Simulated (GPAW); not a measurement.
# How SiNi3 absorbs and reflects light

Aim: the dielectric function of SiNi3, and the optical constants that follow from it. The cell comes from an older database entry, whose edges can differ from later determinations, mostly by under a per cent.

Method: DFT, PBE, plane-wave PAW (GPAW data sets), scalar-relativistic, RPA, optical limit, in GPAW 26.7.0.

The database entry behind the starting cell differs from later determinations by our own check (an axis about 0.9 % long against later determinations), so it need not match the best structure at ambient conditions.

## (1) The structure

Symmetry: Pm-3m, No. 221, cubic system. Conventional cell: a = 3.542 Å, b = 3.542 Å, c = 3.542 Å, α = 90.00°, β = 90.00°, γ = 90.00°. Ni has 8 Ni at 2.50 Å and 4 Si at 2.50 Å nearest. Nearest to Si lie 12 Ni at 2.50 Å. Farther neighbours are not listed.

## (2) Ground state

The self-consistent density comes first; it also tells whether there is a gap, which decides the occupations and the need for a Drude term.

This step: DFT, PBE, plane-wave PAW (GPAW data sets), scalar-relativistic, ground state (GPAW 26.7.0).

gs.py

```python
from ase import Atoms
from ase.dft.bandgap import bandgap
from gpaw import GPAW, PW, FermiDirac

atoms = Atoms(['Ni', 'Ni', 'Ni', 'Si'],
              cell=[[3.54200000, 0.00000000, 0.00000000],
                    [0.00000000, 3.54200000, 0.00000000],
                    [0.00000000, 0.00000000, 3.54200000]],
              scaled_positions=[[0.50000000, 0.50000000, 0.00000000],
                                [0.50000000, 0.00000000, 0.50000000],
                                [0.00000000, 0.50000000, 0.50000000],
                                [0.00000000, 0.00000000, 0.00000000]],
              pbc=[True, True, True])
atoms.set_initial_magnetic_moments([1.0, 1.0, 1.0, 0.0])
atoms.calc = GPAW(mode=PW(500), xc='PBE', kpts={'size': (6, 6, 6), 'gamma': True},
                  occupations=FermiDirac(0.05), maxiter=150, txt='gs.txt')
print('energy (eV)', atoms.get_potential_energy())
print('Fermi level (eV)', atoms.calc.get_fermi_level())
print('valence electrons', atoms.calc.get_number_of_electrons())
print('gap (eV)', bandgap(atoms.calc, output=None)[0])
print('direct gap (eV)', bandgap(atoms.calc, direct=True, output=None)[0])
print('moments', atoms.get_magnetic_moments().round(3).tolist())
atoms.calc.write('gs.gpw')
```

On the command line:

```bash
> OMP_NUM_THREADS=1 python gs.py
```

Numbers of over 12 decimals in the logs are rounded to 6 here.

What it wrote:

```text
__  _  _
 | _ |_)|_||  |
 |__||  | ||/\| - 26.7.0

Versions:
  Python: 3.12.14
  ASE:    3.29.0
  Numpy:  2.5.5
  Scipy:  1.18.1
  Libxc:  7.0.0

Input parameters:
  mode=PW(ecut=500.0),
  kpts=MonkhorstPack(size=(6, 6, 6), gamma=True),
  maxiter=150,
  occupations=Occupations(name='fermi-dirac', width=0.05, fixmagmom=False),
  xc=XC(name='PBE')

Diagonalizing LCAO Hamiltonian
Converting LCAO to pw mode
   .--------.
  /|        |
 * |        |
 |Ni        |
 | .-Ni-----.
 |/    Ni  /
 Si-------*

Atoms  # Å, Bohr magnetons
|   | symbol |        x |        y |        z |    initial magnetic moments |
| 0 |     Ni | 1.771000 | 1.771000 | 0.000000 | ( 0.0000,  0.0000,  1.0000) |
| 1 |     Ni | 1.771000 | 0.000000 | 1.771000 | ( 0.0000,  0.0000,  1.0000) |
| 2 |     Ni | 0.000000 | 1.771000 | 1.771000 | ( 0.0000,  0.0000,  1.0000) |
| 3 |     Si | 0.000000 | 0.000000 | 0.000000 | ( 0.0000,  0.0000,  0.0000) |

Unit cell  # Å
| periodic |        x |        y |        z |  lengths |    angles |
|      yes | 3.542000 | 0.000000 | 0.000000 | 3.542000 | 90.000000 |
|      yes | 0.000000 | 3.542000 | 0.000000 | 3.542000 | 90.000000 |
|      yes | 0.000000 | 0.000000 | 3.542000 | 3.542000 | 90.000000 |

Number of symmetries: 48
Symmetry operations  # r_c * U_cc + t_c -> r_c
|    | kind |            matrix            |
|  0 |  E   |  1, 0, 0,  0, 1, 0,  0, 0, 1 |
|  1 |  σ   |  1, 0, 0,  0, 1, 0,  0, 0,-1 |
|  2 |  σ   |  1, 0, 0,  0, 0, 1,  0, 1, 0 |
|  3 |  C4  |  1, 0, 0,  0, 0, 1,  0,-1, 0 |
|  4 |  C4  |  1, 0, 0,  0, 0,-1,  0, 1, 0 |
|  5 |  σ   |  1, 0, 0,  0, 0,-1,  0,-1, 0 |
|  6 |  σ   |  1, 0, 0,  0,-1, 0,  0, 0, 1 |
|  7 |  C2  |  1, 0, 0,  0,-1, 0,  0, 0,-1 |
|  8 |  σ   |  0, 1, 0,  1, 0, 0,  0, 0, 1 |
|  9 |  C2  |  0, 1, 0,  1, 0, 0,  0, 0,-1 |
| 10 |  C3  |  0, 1, 0,  0, 0, 1,  1, 0, 0 |
| 11 |  S6  |  0, 1, 0,  0, 0, 1, -1, 0, 0 |
| 12 |  S6  |  0, 1, 0,  0, 0,-1,  1, 0, 0 |
| 13 |  C3  |  0, 1, 0,  0, 0,-1, -1, 0, 0 |
| 14 |  C4  |  0, 1, 0, -1, 0, 0,  0, 0, 1 |
| 15 |  S4  |  0, 1, 0, -1, 0, 0,  0, 0,-1 |
| 16 |  C3  |  0, 0, 1,  1, 0, 0,  0, 1, 0 |
| 17 |  S6  |  0, 0, 1,  1, 0, 0,  0,-1, 0 |
| 18 |  σ   |  0, 0, 1,  0, 1, 0,  1, 0, 0 |
| 19 |  C4  |  0, 0, 1,  0, 1, 0, -1, 0, 0 |
| 20 |  C2  |  0, 0, 1,  0,-1, 0,  1, 0, 0 |
| 21 |  S4  |  0, 0, 1,  0,-1, 0, -1, 0, 0 |
| 22 |  S6  |  0, 0, 1, -1, 0, 0,  0, 1, 0 |
| 23 |  C3  |  0, 0, 1, -1, 0, 0,  0,-1, 0 |
| 24 |  S6  |  0, 0,-1,  1, 0, 0,  0, 1, 0 |
| 25 |  C3  |  0, 0,-1,  1, 0, 0,  0,-1, 0 |
| 26 |  C4  |  0, 0,-1,  0, 1, 0,  1, 0, 0 |
| 27 |  σ   |  0, 0,-1,  0, 1, 0, -1, 0, 0 |
| 28 |  S4  |  0, 0,-1,  0,-1, 0,  1, 0, 0 |
| 29 |  C2  |  0, 0,-1,  0,-1, 0, -1, 0, 0 |
| 30 |  C3  |  0, 0,-1, -1, 0, 0,  0, 1, 0 |
| 31 |  S6  |  0, 0,-1, -1, 0, 0,  0,-1, 0 |
| 32 |  C4  |  0,-1, 0,  1, 0, 0,  0, 0, 1 |
| 33 |  S4  |  0,-1, 0,  1, 0, 0,  0, 0,-1 |
| 34 |  S6  |  0,-1, 0,  0, 0, 1,  1, 0, 0 |
| 35 |  C3  |  0,-1, 0,  0, 0, 1, -1, 0, 0 |
| 36 |  C3  |  0,-1, 0,  0, 0,-1,  1, 0, 0 |
| 37 |  S6  |  0,-1, 0,  0, 0,-1, -1, 0, 0 |
| 38 |  σ   |  0,-1, 0, -1, 0, 0,  0, 0, 1 |
| 39 |  C2  |  0,-1, 0, -1, 0, 0,  0, 0,-1 |
| 40 |  σ   | -1, 0, 0,  0, 1, 0,  0, 0, 1 |
| 41 |  C2  | -1, 0, 0,  0, 1, 0,  0, 0,-1 |
| 42 |  C2  | -1, 0, 0,  0, 0, 1,  0, 1, 0 |
| 43 |  S4  | -1, 0, 0,  0, 0, 1,  0,-1, 0 |
| 44 |  S4  | -1, 0, 0,  0, 0,-1,  0, 1, 0 |
| 45 |  C2  | -1, 0, 0,  0, 0,-1,  0,-1, 0 |
| 46 |  C2  | -1, 0, 0,  0,-1, 0,  0, 0, 1 |
| 47 |  i   | -1, 0, 0,  0,-1, 0,  0, 0,-1 |

BZ-sampling:
  Number of BZ points: 216
  Number of IBZ points: 20

  Monkhorst-Pack size: [6, 6, 6]
  Monkhorst-Pack shift: [0.083333, 0.083333, 0.083333]

K-points  # in reciprocal-cell coordinates
|     |                                coordinates |     weight |
|   0 | (  0.00000000,   0.00000000,   0.00000000) | 0.00462963 |
|   1 | (  0.16666667,   0.00000000,   0.00000000) | 0.02777778 |
|   2 | (  0.16666667,   0.16666667,   0.00000000) | 0.05555556 |
|   3 | (  0.16666667,   0.16666667,   0.16666667) | 0.03703704 |
|   4 | (  0.33333333,   0.00000000,   0.00000000) | 0.02777778 |
|   5 | (  0.33333333,   0.16666667,   0.00000000) | 0.11111111 |
|   6 | (  0.33333333,   0.16666667,   0.16666667) | 0.11111111 |
|   7 | (  0.33333333,   0.33333333,   0.00000000) | 0.05555556 |
|   8 | (  0.33333333,   0.33333333,   0.16666667) | 0.11111111 |
|   9 | (  0.33333333,   0.33333333,   0.33333333) | 0.03703704 |
| ... |                                            |            |
|  19 | (  0.50000000,   0.50000000,   0.50000000) | 0.00462963 |

Plane wave coefficients: 1146
Cutoff: 500.0 eV

Spin-components: 2 (collinear spins)
Bands:           37
Projectors:      23
Spin-degeneracy: 1
Datatype:        complex128

Parallelization:
  kpt:    1
  domain: 1
  band:   1

Density:
  Valence electrons: 52.0
  Components: 2
  Grid points: [20 20 20]
  Charge: 0.0  # |e|

Potential:
  Grid points: [20 20 20]

species:
  Ni:
    name:    Nickel
    id:
    Z:       28.0
    valence: 16
    core:    12
    charge:  0.0  # [|e|]
    compensation charges:
      type: gauss
      rc: 0.36  # [Å]
      lmax: 2
    cutoffs:
      filter: 2.14  # [Å]
      core: 1.98  # [Å]
    projectors
    | kind |    occ | energy [eV] | rcut [Å] |
    |   4s |  2.000 |      -5.642 |    1.164 |
    |   3p |  6.000 |     -71.394 |    1.207 |
    |   4p |  0.000 |      -1.226 |    1.207 |
    |   3d |  8.000 |      -8.875 |    1.138 |
    |    s |        |      21.570 |    1.164 |
    |    d |        |      18.337 |    1.138 |

    Using partial waves for Ni as LCAO basis

  Si:
    name:    Silicon
    id:
    Z:       14.0
    valence: 4
    core:    10
    charge:  0.0  # [|e|]
    compensation charges:
      type: gauss
      rc: 0.33  # [Å]
      lmax: 2
    cutoffs:
      filter: 1.86  # [Å]
      core: 2.06  # [Å]
    projectors
    | kind |    occ | energy [eV] | rcut [Å] |
    |   3s |  2.000 |     -10.812 |    1.058 |
    |   3p |  2.000 |      -4.081 |    1.058 |
    |    s |        |      16.399 |    1.058 |
    |    p |        |      23.130 |    1.058 |
    |    d |        |       0.000 |    1.058 |

    Using partial waves for Si as LCAO basis

Reference energy: -131990.339592  # eV

eigensolver:
  PPCG
  Converge bands: occupied
  niter=2

density mixing:
  MSR1-Mixer
  Pratt-step length: 0.05
  Maximum mixing coefficient: 0.75
  Old densities: 10
  SVD Regularization: 0.005
  Good broyden scale: 1.0
  Trust region scale: 1.0
  Backstep threshold: 4.0
  History deletion threshold: 6.0
  Fourier metric: weight=20.0, sigma=0.015

occupation numbers:
  Fermi-Dirac:
    width: 0.0500  # eV

poisson solver:
  ecut: 4000.0  # eV

xc functional:
  name: PBE with 2 nearest neighbor stencil

convergence criteria:
- Maximum [total energy] change in last 3 cyles: 0.0005 eV / valence electron
- Maximum integral of absolute [dens]ity change: 0.0001 electrons / valence electron
- Maximum integral of absolute [eigenst]ate change: 4e-08 eV^2 / valence electron
maximum number of iterations: 150

SCF iterations
|iter     |      energy | eigst |  dens |  magmom |
|iter:   1||  -28.693091 | +0.56 |       |  +3.0033|
|iter:   2||  -28.612057 | -1.60 | -1.09 |  +2.8898|
|iter:   3||  -28.696356 | -2.09 | -1.18 |  +2.2543|
|iter:   4||  -28.897736 | -2.23 | -1.33 |  +1.2658|
|iter:   5||  -29.003354 | -2.90 | -1.67 |  +0.2964|
|iter:   6||  -29.015607 | -3.70 | -2.06 |  +0.0291|
|iter:   7||  -29.018954c| -3.80 | -2.23 |  +0.0553|
|iter:   8||  -29.019625c| -4.55 | -2.81 |  +0.0098|
|iter:   9||  -29.019675c| -5.24 | -3.18 |  +0.0045|
|iter:  10||  -29.019678c| -7.04 | -3.99 |  +0.0027|
|iter:  11||  -29.019681c| -7.08 | -4.33c|  +0.0009|
|iter:  12||  -29.019681c| -7.90c| -4.99c|  +0.0002|

Converged in 12 steps
SCF loop duration: 34.575 s (2.881 s/step)
Energy contributions relative to reference atoms: (reference = -131990.339592)

Energy contributions:
  Kinetic:          19.271795
  Coulomb:         -12.468899
  Zero:              0.247730
  External:          0.000000
  Xc:              -36.062915
  Entropy:          -0.014783
  Spinorbit:         0.000000
  ----------------------------
  Free energy:     -29.027072
  Extrapolated:    -29.019681

dipole moment: (-14.898358, -14.898358, -14.898358)  # |e|*Ang

Total magnetic moment: (0.000000, 0.000000, 0.000241)

Local magnetic moments
|        x |        y |        z |
| 0.000000 | 0.000000 | 0.000070 |  # Ni   0
| 0.000000 | 0.000000 | 0.000070 |  # Ni   1
| 0.000000 | 0.000000 | 0.000070 |  # Ni   2
| 0.000000 | 0.000000 | 0.000012 |  # Si   3

Fermi level: 9.424
Eigenvalues  # (at kpt = [0.000, 0.000, 0.000])
| band index |      eig [eV] | occ [0-1] |      eig [eV] | occ [0-1] |
|          0 |       -54.244 |     1.000 |       -54.244 |     1.000 |
|        ... |               |           |               |           |
|         17 |         7.886 |     1.000 |         7.886 |     1.000 |
|         18 |         7.886 |     1.000 |         7.886 |     1.000 |
|         19 |         8.405 |     1.000 |         8.405 |     1.000 |
|         20 |         8.405 |     1.000 |         8.405 |     1.000 |
|         21 |         8.405 |     1.000 |         8.405 |     1.000 |
|         22 |         8.788 |     1.000 |         8.788 |     1.000 |
|         23 |         8.788 |     1.000 |         8.788 |     1.000 |
|         24 |         9.112 |     0.998 |         9.112 |     0.998 |
|         25 |         9.439 |     0.424 |         9.439 |     0.423 |
|         26 |         9.439 |     0.424 |         9.439 |     0.423 |
|         27 |         9.439 |     0.424 |         9.439 |     0.423 |
|         28 |        13.933 |     0.000 |        13.933 |     0.000 |
|         29 |        15.609 |     0.000 |        15.609 |     0.000 |
|         30 |        15.609 |     0.000 |        15.609 |     0.000 |
|         31 |        19.583 |     0.000 |        19.583 |     0.000 |
|         32 |        19.583 |     0.000 |        19.583 |     0.000 |
|        ... |               |           |               |           |
|         36 |        23.076 |     0.000 |        23.076 |     0.000 |

No gap
No difference between direct/indirect transitions

--- standard output ---
energy (eV) -29.019681
Fermi level (eV) 9.423674
valence electrons 52.0
gap (eV) 0.0
direct gap (eV) 0.0
moments [0.0, 0.0, 0.0, 0.0]
```

Wall time 39 s (1 thread of Arm Neoverse V1, shared host); peak memory 0.18 GiB.

Numbers from this step:

* energy: -29.02 eV
* Fermi energy: 9.424 eV
* electrons: 52

There are states at the Fermi level within the smearing, so the occupations stay smeared and the carriers get a Drude term.

## (3) Bands for the response

The response needs many more empty bands than the density does.

This step: DFT, PBE, plane-wave PAW (GPAW data sets), scalar-relativistic, bands at fixed density (GPAW 26.7.0).

nscf.py

```python
from ase.dft.bandgap import bandgap
from gpaw import GPAW, FermiDirac

calc = GPAW('gs.gpw').fixed_density(kpts={'size': (10, 10, 10), 'gamma': True}, nbands=56, convergence={'bands': 50},
                                    occupations=FermiDirac(0.05), txt='nscf.txt')
print('gap (eV)', bandgap(calc, output=None)[0])
print('direct gap (eV)', bandgap(calc, direct=True, output=None)[0])
calc.write('full.gpw', mode='all')
```

On the command line:

```bash
> OMP_NUM_THREADS=1 python nscf.py
```

What it wrote:

```text
Diagonalizing LCAO Hamiltonian
Converting LCAO to pw mode
convergence criteria:
- Maximum integral of absolute [eigenst]ate change: 4e-08 eV^2 / valence electron
maximum number of iterations: 150

SCF iterations
|iter     |      energy | eigst |  dens |  magmom |
|iter:   1||             | +2.63 |       |  +0.0002|
|iter:   2||             | +1.61 |       |  +0.0002|
|iter:   3||             | +0.48 |       |  +0.0002|
|iter:   4||             | -0.62 |       |  +0.0002|
|iter:   5||             | -1.54 |       |  +0.0002|
|iter:   6||             | -2.47 |       |  +0.0002|
|iter:   7||             | -3.39 |       |  +0.0002|
|iter:   8||             | -4.36 |       |  +0.0002|
|iter:   9||             | -5.31 |       |  +0.0002|
|iter:  10||             | -6.28 |       |  +0.0002|
|iter:  11||             | -7.14 |       |  +0.0002|
|iter:  12||             | -7.72c|       |  +0.0002|
SCF steps: 12
  __  _  _
 | _ |_)|_||  |
 |__||  | ||/\| - 26.7.0

Versions:
  Python: 3.12.14
  ASE:    3.29.0
  Numpy:  2.5.5
  Scipy:  1.18.1
  Libxc:  7.0.0

Input parameters:
  mode=PW(ecut=500.0),
  convergence={'bands': 50},
  gpts=array([20, 20, 20]),
  kpts=MonkhorstPack(size=(10, 10, 10), gamma=True),
  maxiter=150,
  nbands=56,
  occupations=Occupations(name='fermi-dirac', width=0.05, fixmagmom=False),
  parallel={},
  xc=XC(name='PBE')

--- standard output ---
gap (eV) 0.0
direct gap (eV) 0.0
```

It took 2.2 min on 1 thread; peak memory 0.29 GiB.

(Part 1 of 2 ends here.)

[Machine, clock and banner lines and Python warnings are left out of the logs.]

[Logs are printed without paths, hosts, clocks, repeated set-up lines and the standing remarks that a program may print on its own settings, such as how far it seeks lower states.]

[Hosts, paths, dates, database ids (printed as entryN), source tags and the programs' standing remarks are cut or masked in the printed files.]
